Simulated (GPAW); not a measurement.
# Fe2 on MgO3 001: anisotropy with GPAW

One collinear state of Fe2 on MgO3 001 is converged, and its anisotropy computed from it.

Calculated with GPAW 26.7.0; PBE; plane waves with GPAW's PAW setups, scalar-relativistic.

## (1) Set-up

The cell holds 8 atoms: 3 Mg, 3 O and 2 Fe. Cell: a = 2.978 Å, b = 2.978 Å, c = 19.692 Å, α = 90.0°, β = 90.0°, γ = 90.0°. ideal sites on the substrate's mesh, layer spacings from atomic volumes, unrelaxed, 12 A of vacuum. Vacuum lies along c.

## (2) Self-consistent state

All later steps read the density of this run.

Input file order1.py:

```python
import json
import numpy as np
from ase import Atoms
from ase.parallel import paropen, parprint
from gpaw import GPAW

atoms = Atoms(['Mg', 'O', 'Mg', 'O', 'Mg', 'O', 'Fe', 'Fe'],
    cell=[[2.978334, 0.0, 0.0],
         [0.0, 2.978334, 0.0],
         [0.0, 0.0, 19.692]],
    scaled_positions=[[0.0, 0.0, 0.304692],
         [0.5, 0.5, 0.304692],
         [0.5, 0.5, 0.411639],
         [0.0, 0.0, 0.411639],
         [0.0, 0.0, 0.518586],
         [0.5, 0.5, 0.518586],
         [0.5, 0.5, 0.627768],
         [0.0, 0.0, 0.695308]],
    pbc=True,
    magmoms=[0.0, 0.0, 0.0, 0.0, 0.0, 0.0, 2.6, 2.6])
atoms.calc = GPAW(mode={'name': 'pw', 'ecut': 600},
    xc='PBE',
    kpts={'size': (16, 16, 1), 'gamma': True},
    occupations={'name': 'fermi-dirac', 'width': 0.05},
    convergence={'density': 1e-05, 'energy': 1e-05},
    maxiter=250,
    mixer={'name': 'pulay', 'beta': 0.03, 'nmaxold': 8, 'weight': 100},
    symmetry={'tolerance': 1e-4},
    txt='order1.txt')
e = atoms.get_potential_energy(force_consistent=True)
res = {'free_energy': e, 'energy_sigma0': atoms.get_potential_energy(), 'fermi_energy': atoms.calc.get_fermi_level()}
res['moments'] = atoms.get_magnetic_moments().tolist()
res['total'] = atoms.get_magnetic_moment()
parprint('site moments (muB):', np.round(res['moments'], 3))
parprint(f"total moment: {res['total']:.3f} muB")
parprint(f'free energy: {e:.6f} eV')
atoms.calc.write('order1.gpw')
with paropen('results.json', 'w') as f:
    json.dump(res, f)
```

The run is started by

```console
OMP_NUM_THREADS=1 mpirun -n 4 gpaw python order1.py > order1.log
```

Output:

```text
site moments (muB): [ 0.000e+00  0.000e+00  1.000e-03  1.000e-03 -7.000e-03  1.400e-02
  2.694e+00  2.908e+00]
total moment: 5.716 muB
free energy: -51.496092 eV

--- order1.txt ---
Input parameters:
  mode=PW(ecut=600),
  convergence={'density': 1e-05, 'energy': 1e-05},
  kpts=MonkhorstPack(size=(16, 16, 1), gamma=True),
  maxiter=250,
  mixer=Pulay(name='pulay', nmaxold=8, beta=0.03, weight=100, sigma=0.015, g_ss=None),
  occupations=Occupations(name='fermi-dirac', width=0.05),
  symmetry=Symmetry(tolerance=0.0001),
  xc=XC(name='PBE')

Diagonalizing LCAO Hamiltonian
Converting LCAO to pw mode
   .------.
  /|      |
 * |      |
 | |      |
 | |      |
 | |      |
 | |      |
 | |      |
 | |      |
 Fe|      |
 | | Fe   |
 | |      |
 | |      |
 | | O    |
 Mg|      |
 | | Mg   |
 O |      |
 | |      |
 | | O    |
 Mg|      |
 | |      |
 | |      |
 | |      |
 | |      |
 | .------.
 |/      /
 *------*

Atoms  # Å, Bohr magnetons
|   | symbol |        x |        y |         z |    initial magnetic moments |
|---|--------|----------|----------|-----------|-----------------------------|
| 0 |     Mg | 0.000000 | 0.000000 |  5.999995 | ( 0.0000,  0.0000,  0.0000) |
| 1 |      O | 1.489167 | 1.489167 |  5.999995 | ( 0.0000,  0.0000,  0.0000) |
| 2 |     Mg | 1.489167 | 1.489167 |  8.105995 | ( 0.0000,  0.0000,  0.0000) |
| 3 |      O | 0.000000 | 0.000000 |  8.105995 | ( 0.0000,  0.0000,  0.0000) |
| 4 |     Mg | 0.000000 | 0.000000 | 10.211996 | ( 0.0000,  0.0000,  0.0000) |
| 5 |      O | 1.489167 | 1.489167 | 10.211996 | ( 0.0000,  0.0000,  0.0000) |
| 6 |     Fe | 1.489167 | 1.489167 | 12.362007 | ( 0.0000,  0.0000,  2.6000) |
| 7 |     Fe | 0.000000 | 0.000000 | 13.692005 | ( 0.0000,  0.0000,  2.6000) |

Unit cell  # Å
| periodic |        x |        y |         z |   lengths |    angles |
|----------|----------|----------|-----------|-----------|-----------|
|      yes | 2.978334 | 0.000000 |  0.000000 |  2.978334 | 90.000000 |
|      yes | 0.000000 | 2.978334 |  0.000000 |  2.978334 | 90.000000 |
|      yes | 0.000000 | 0.000000 | 19.692000 | 19.692000 | 90.000000 |

Number of symmetries: 8

BZ-sampling:
  Number of BZ points: 256
  Number of IBZ points: 45

  Monkhorst-Pack size: [16, 16, 1]
  Monkhorst-Pack shift: [0.03125, 0.03125, 0.0]

Plane wave coefficients: 5890
Cutoff: 600.0 eV

Spin-components: 2 (collinear spins)
Bands:           46
Projectors:      42
Spin-degeneracy: 1
Datatype:        complex128

Parallelization:
  kpt:    4
  domain: 1
  band:   1

Density:
  Valence electrons: 64.0
  Components: 2
  Grid points: [ 18  18 112]
  Charge: 0.0  # |e|

Potential:
  Grid points: [ 18  18 112]

[... setups left out ...]
Reference energy: -91710.400769  # eV

eigensolver:
  PPCG
  Converge bands: occupied
  niter=2

density mixing:
  Pulay-Mixer
  Linear mixing parameters: 0.03
  Old densities: 8
  Fourier metric: weight=100, sigma=0.015

occupation numbers:
  Fermi-Dirac:
    width: 0.0500  # eV

poisson solver:
  ecut: 4800.0  # eV

xc functional:
  name: PBE with 2 nearest neighbor stencil

convergence criteria:
- Maximum integral of absolute [dens]ity change: 1e-05 electrons / valence electron
- Maximum [total energy] change in last 3 cyles: 1e-05 eV / valence electron
- Maximum integral of absolute [eigenst]ate change: 4e-08 eV^2 / valence electron
maximum number of iterations: 250

SCF iterations
|iter     |      energy | eigst |  dens |  magmom |
|---------|-------------|-------|-------|---------|
|iter:   1|       0s |  -56.444677 | +0.39 |       |  +5.2094|
|iter:   2|       9s |  -55.590315 | -1.17 | -0.90 |  +5.2177|
|iter:   3|      18s |  -54.338410 | -1.42 | -0.94 |  +5.2336|
|iter:   4|      27s |  -51.411857 | -0.44 | -0.99 |  +5.3177|
|iter:   5|      37s |  -51.389499 | -2.01 | -1.29 |  +5.3335|
|iter:   6|      46s |  -51.381797 | -1.85 | -1.31 |  +5.4166|
|iter:   7|      55s |  -51.376721 | -3.01 | -1.43 |  +5.4244|
|iter:   8|      64s |  -51.422304 | -2.61 | -1.48 |  +5.4839|
|iter:   9|      73s |  -51.477459 | -2.16 | -1.60 |  +5.5904|
|iter:  10|      83s |  -51.474977 | -2.95 | -1.91 |  +5.6098|
[... 19 iterations left out ...]
|iter:  30|     261s |  -51.483389c| -7.55c| -4.35 |  +5.7156|
|iter:  31|     266s |  -51.483390c| -7.49c| -4.35 |  +5.7157|
|iter:  32|     275s |  -51.483392c| -7.62c| -4.39 |  +5.7161|
|iter:  33|     279s |  -51.483393c| -7.61c| -4.52 |  +5.7162|
|iter:  34|     283s |  -51.483392c| -7.72c| -4.62 |  +5.7161|
|iter:  35|     288s |  -51.483392c| -8.46c| -4.76 |  +5.7162|
|iter:  36|     292s |  -51.483393c| -8.50c| -4.77 |  +5.7162|
|iter:  37|     296s |  -51.483393c| -8.53c| -4.83 |  +5.7162|
|iter:  38|     300s |  -51.483393c| -8.33c| -4.95 |  +5.7163|
|iter:  39|     305s |  -51.483393c| -8.56c| -5.03c|  +5.7163|

Converged in 39 steps
Energy contributions relative to reference atoms: (reference = -91710.400769)

Energy contributions:
  Kinetic:          46.677669
  Coulomb:         -39.094239
  Zero:              0.374260
  External:          0.000000
  Xc:              -59.428384
  Entropy:          -0.025398
  Spinorbit:         0.000000
  ----------------------------
  Free energy:     -51.496092
  Extrapolated:    -51.483393

dipole moment: (-24.118521, -24.118521, -0.221852)  # |e|*Ang

Total magnetic moment: (0.000000, 0.000000, 5.716326)

Local magnetic moments
|        x |        y |         z |
|----------|----------|-----------|
| 0.000000 | 0.000000 |  0.000490 |  # Mg   0
| 0.000000 | 0.000000 |  0.000233 |  # O    1
| 0.000000 | 0.000000 |  0.001437 |  # Mg   2
| 0.000000 | 0.000000 |  0.000537 |  # O    3
| 0.000000 | 0.000000 | -0.007135 |  # Mg   4
| 0.000000 | 0.000000 |  0.014416 |  # O    5
| 0.000000 | 0.000000 |  2.694113 |  # Fe   6
| 0.000000 | 0.000000 |  2.908432 |  # Fe   7

Fermi level: 2.650
Eigenvalues  # (at kpt = [0.000, 0.000, 0.000])
| band index |      eig [eV] | occ [0-1] |      eig [eV] | occ [0-1] |
|------------|---------------|-----------|---------------|-----------|
|          0 |       -73.606 |     1.000 |       -73.606 |     1.000 |
|        ... |               |           |               |           |
|         24 |        -1.416 |     1.000 |        -0.891 |     1.000 |
|         25 |        -0.903 |     1.000 |         0.075 |     1.000 |
|         26 |        -0.903 |     1.000 |         0.931 |     1.000 |
|         27 |         0.155 |     1.000 |         2.763 |     0.094 |
|         28 |         0.155 |     1.000 |         2.763 |     0.094 |
|         29 |         0.409 |     1.000 |         2.782 |     0.065 |
|         30 |         0.495 |     1.000 |         2.868 |     0.012 |
|         31 |         0.614 |     1.000 |         2.956 |     0.002 |
|         32 |         1.072 |     1.000 |         3.505 |     0.000 |
|         33 |         1.072 |     1.000 |         3.857 |     0.000 |
|         34 |         1.793 |     1.000 |         3.857 |     0.000 |
|         35 |         2.457 |     0.979 |         4.170 |     0.000 |
|         36 |         3.067 |     0.000 |         4.409 |     0.000 |
|         37 |         4.722 |     0.000 |         5.213 |     0.000 |
|         38 |         5.119 |     0.000 |         5.345 |     0.000 |
|        ... |               |           |               |           |
|         45 |        12.797 |     0.000 |        10.773 |     0.000 |

No gap
No difference between direct/indirect transitions
```

Run time: 5.3 min. Hardware: 4 MPI ranks of Arm Neoverse V2, shared host; peak memory 1.4 GiB; 21 min of CPU time.

Spin moment in the augmentation sphere by atom:

```
atom  spin moment in the augmentation sphere (μB)
 Mg1                                         0.00
  O2                                         0.00
 Mg3                                         0.00
  O4                                         0.00
 Mg5                                        -0.01
  O6                                         0.01
 Fe7                                         2.69
 Fe8                                         2.91
```

Read from the output:

* magnetization: 5.716 μB
* final state: ferromagnetic

After 39 cycles the largest moment stands at 2.91 μB.

## (3) More states at fixed density

The steps that follow sum over empty states, which the ground-state run does not converge; 67 states a spin are converged here at the frozen density and written with their wave functions.

It starts from the saved density of the lowest of the states tried.

Input file nscf.py:

```python
from gpaw import GPAW

calc = GPAW('order1.gpw').fixed_density(
    kpts={'size': (24, 24, 1), 'gamma': True},
    nbands=71,
    convergence={'bands': 67, 'eigenstates': 1e-9},
    eigensolver='ppcg',
    parallel={'domain': 1},
    txt='nscf.txt')
calc.write('nscf.gpw', mode='all')
```

The run is started by

```console
OMP_NUM_THREADS=1 mpirun -n 4 gpaw python nscf.py > nscf.log
```

Output:

```text
Input parameters:
  mode=PW(ecut=600),
  convergence={'bands': 67, 'eigenstates': 1e-09},
  eigensolver=PPCG(niter=2, min_niter=1, max_buffer_mem=209715200, blocksize=None, rr_modulo=5, include_cg=True, promote_inner_dtype=False, tolerances=None),
  gpts=array([ 18,  18, 112]),
  kpts=MonkhorstPack(size=(24, 24, 1), gamma=True),
  maxiter=250,
  mixer=Pulay(name='pulay', nmaxold=8, beta=0.03, weight=100, sigma=0.015, g_ss=None),
  nbands=71,
  occupations=Occupations(name='fermi-dirac', width=0.05),
  parallel={'domain': 1},
  symmetry=Symmetry(tolerance=0.0001),
  xc=XC(name='PBE')
```

It took 25 min on 4 MPI ranks; peak memory 2.5 GiB; 1.7 h of CPU time.

## (4) Energy against the direction of the moments

Spin–orbit coupling is added in the basis of the saved states for each direction of the moments. The change in the band energy is the anisotropy energy, with no new self-consistent run.

Input file anisotropy.py:

```python
import json
import numpy as np
from ase.parallel import paropen, parprint
from gpaw import GPAW
from gpaw.spinorbit import soc_eigenstates

calc = GPAW('nscf.gpw')
angles = [[0.0, 0.0], [90.0, 0.0], [90.0, 90.0]]  # theta, phi in degrees
res = {'rows': []}
for scale in [1.0]:
    e0 = None
    for theta, phi in angles:
        soc = soc_eigenstates(calc, n2=67, scale=scale, theta=theta, phi=phi)
        e = soc.calculate_band_energy()
        e0 = e if e0 is None else e0
        orbital = soc.get_orbital_magnetic_moments()
        res['rows'].append([scale, theta, phi, 1000 * (e - e0), orbital.tolist()])
        parprint(f'scale {scale} theta {theta:6.1f} phi {phi:6.1f}  dE = {1000 * (e - e0):9.4f} meV  |L| =', np.round(np.linalg.norm(orbital, axis=1), 4))
with paropen('results.json', 'w') as f:
    json.dump(res, f)
```

The run is started by

```console
OMP_NUM_THREADS=1 mpirun -n 4 gpaw python anisotropy.py > anisotropy.log
```

Output:

```text
scale 1.0 theta    0.0 phi    0.0  dE =    0.0000 meV  |L| = [0.     0.     0.     0.     0.     0.0008 0.104  0.1021]
scale 1.0 theta   90.0 phi    0.0  dE =    1.0388 meV  |L| = [0.     0.     0.0001 0.     0.0011 0.0004 0.0803 0.0817]
scale 1.0 theta   90.0 phi   90.0  dE =    1.0388 meV  |L| = [0.     0.     0.0001 0.     0.0011 0.0004 0.0803 0.0817]
```

Elapsed: 13 s, on 4 MPI ranks; peak memory 2.8 GiB.

Directions, in the order of the table: the normal; the first cell vector; the in-plane normal to it.

Theta from the Cartesian z axis, phi from x; spin up lies along the direction. Anisotropy, by row:

```
spin-orbit scale  theta (degrees)  phi (degrees)  band energy less the first direction's (meV a cell)  orbital moment of atom 8 along the direction (μB)  sum of orbital moments along the direction (μB a cell)
               1                0              0                                                    0                                             0.1021                                                   0.207
               1               90              0                                                1.039                                            0.08173                                                  0.1636
               1               90             90                                                1.039                                            0.08173                                                  0.1636
```

## (5) Results

* state: ferromagnetic
* largest site moment: 2.91 μB
* spread of the directions' energies: 1.04 meV a cell
* easiest direction tried: the normal

**Reading.** About the ferromagnetic state the directions differ by 1.04 meV a cell, with the normal easiest. No opposed order was compared. The anisotropy comes from the force theorem at a frozen potential; it needs a check on a finer mesh, and shape anisotropy is not in it.

[Logs and program files are shortened in this print: banners, set-up blocks, solver, clock and traceback lines can be left out without a mark of their own.]

[Logs are printed without paths, hosts, clocks, repeated set-up lines and the standing remarks that a program may print on its own settings, such as how far it seeks lower states.]

[Hosts, paths, dates, database ids (printed as entryN), source tags and the programs' standing remarks are cut or masked in the printed files.]

[Where a cell is said to come from a database of computed structures, the database is the Materials Project.]
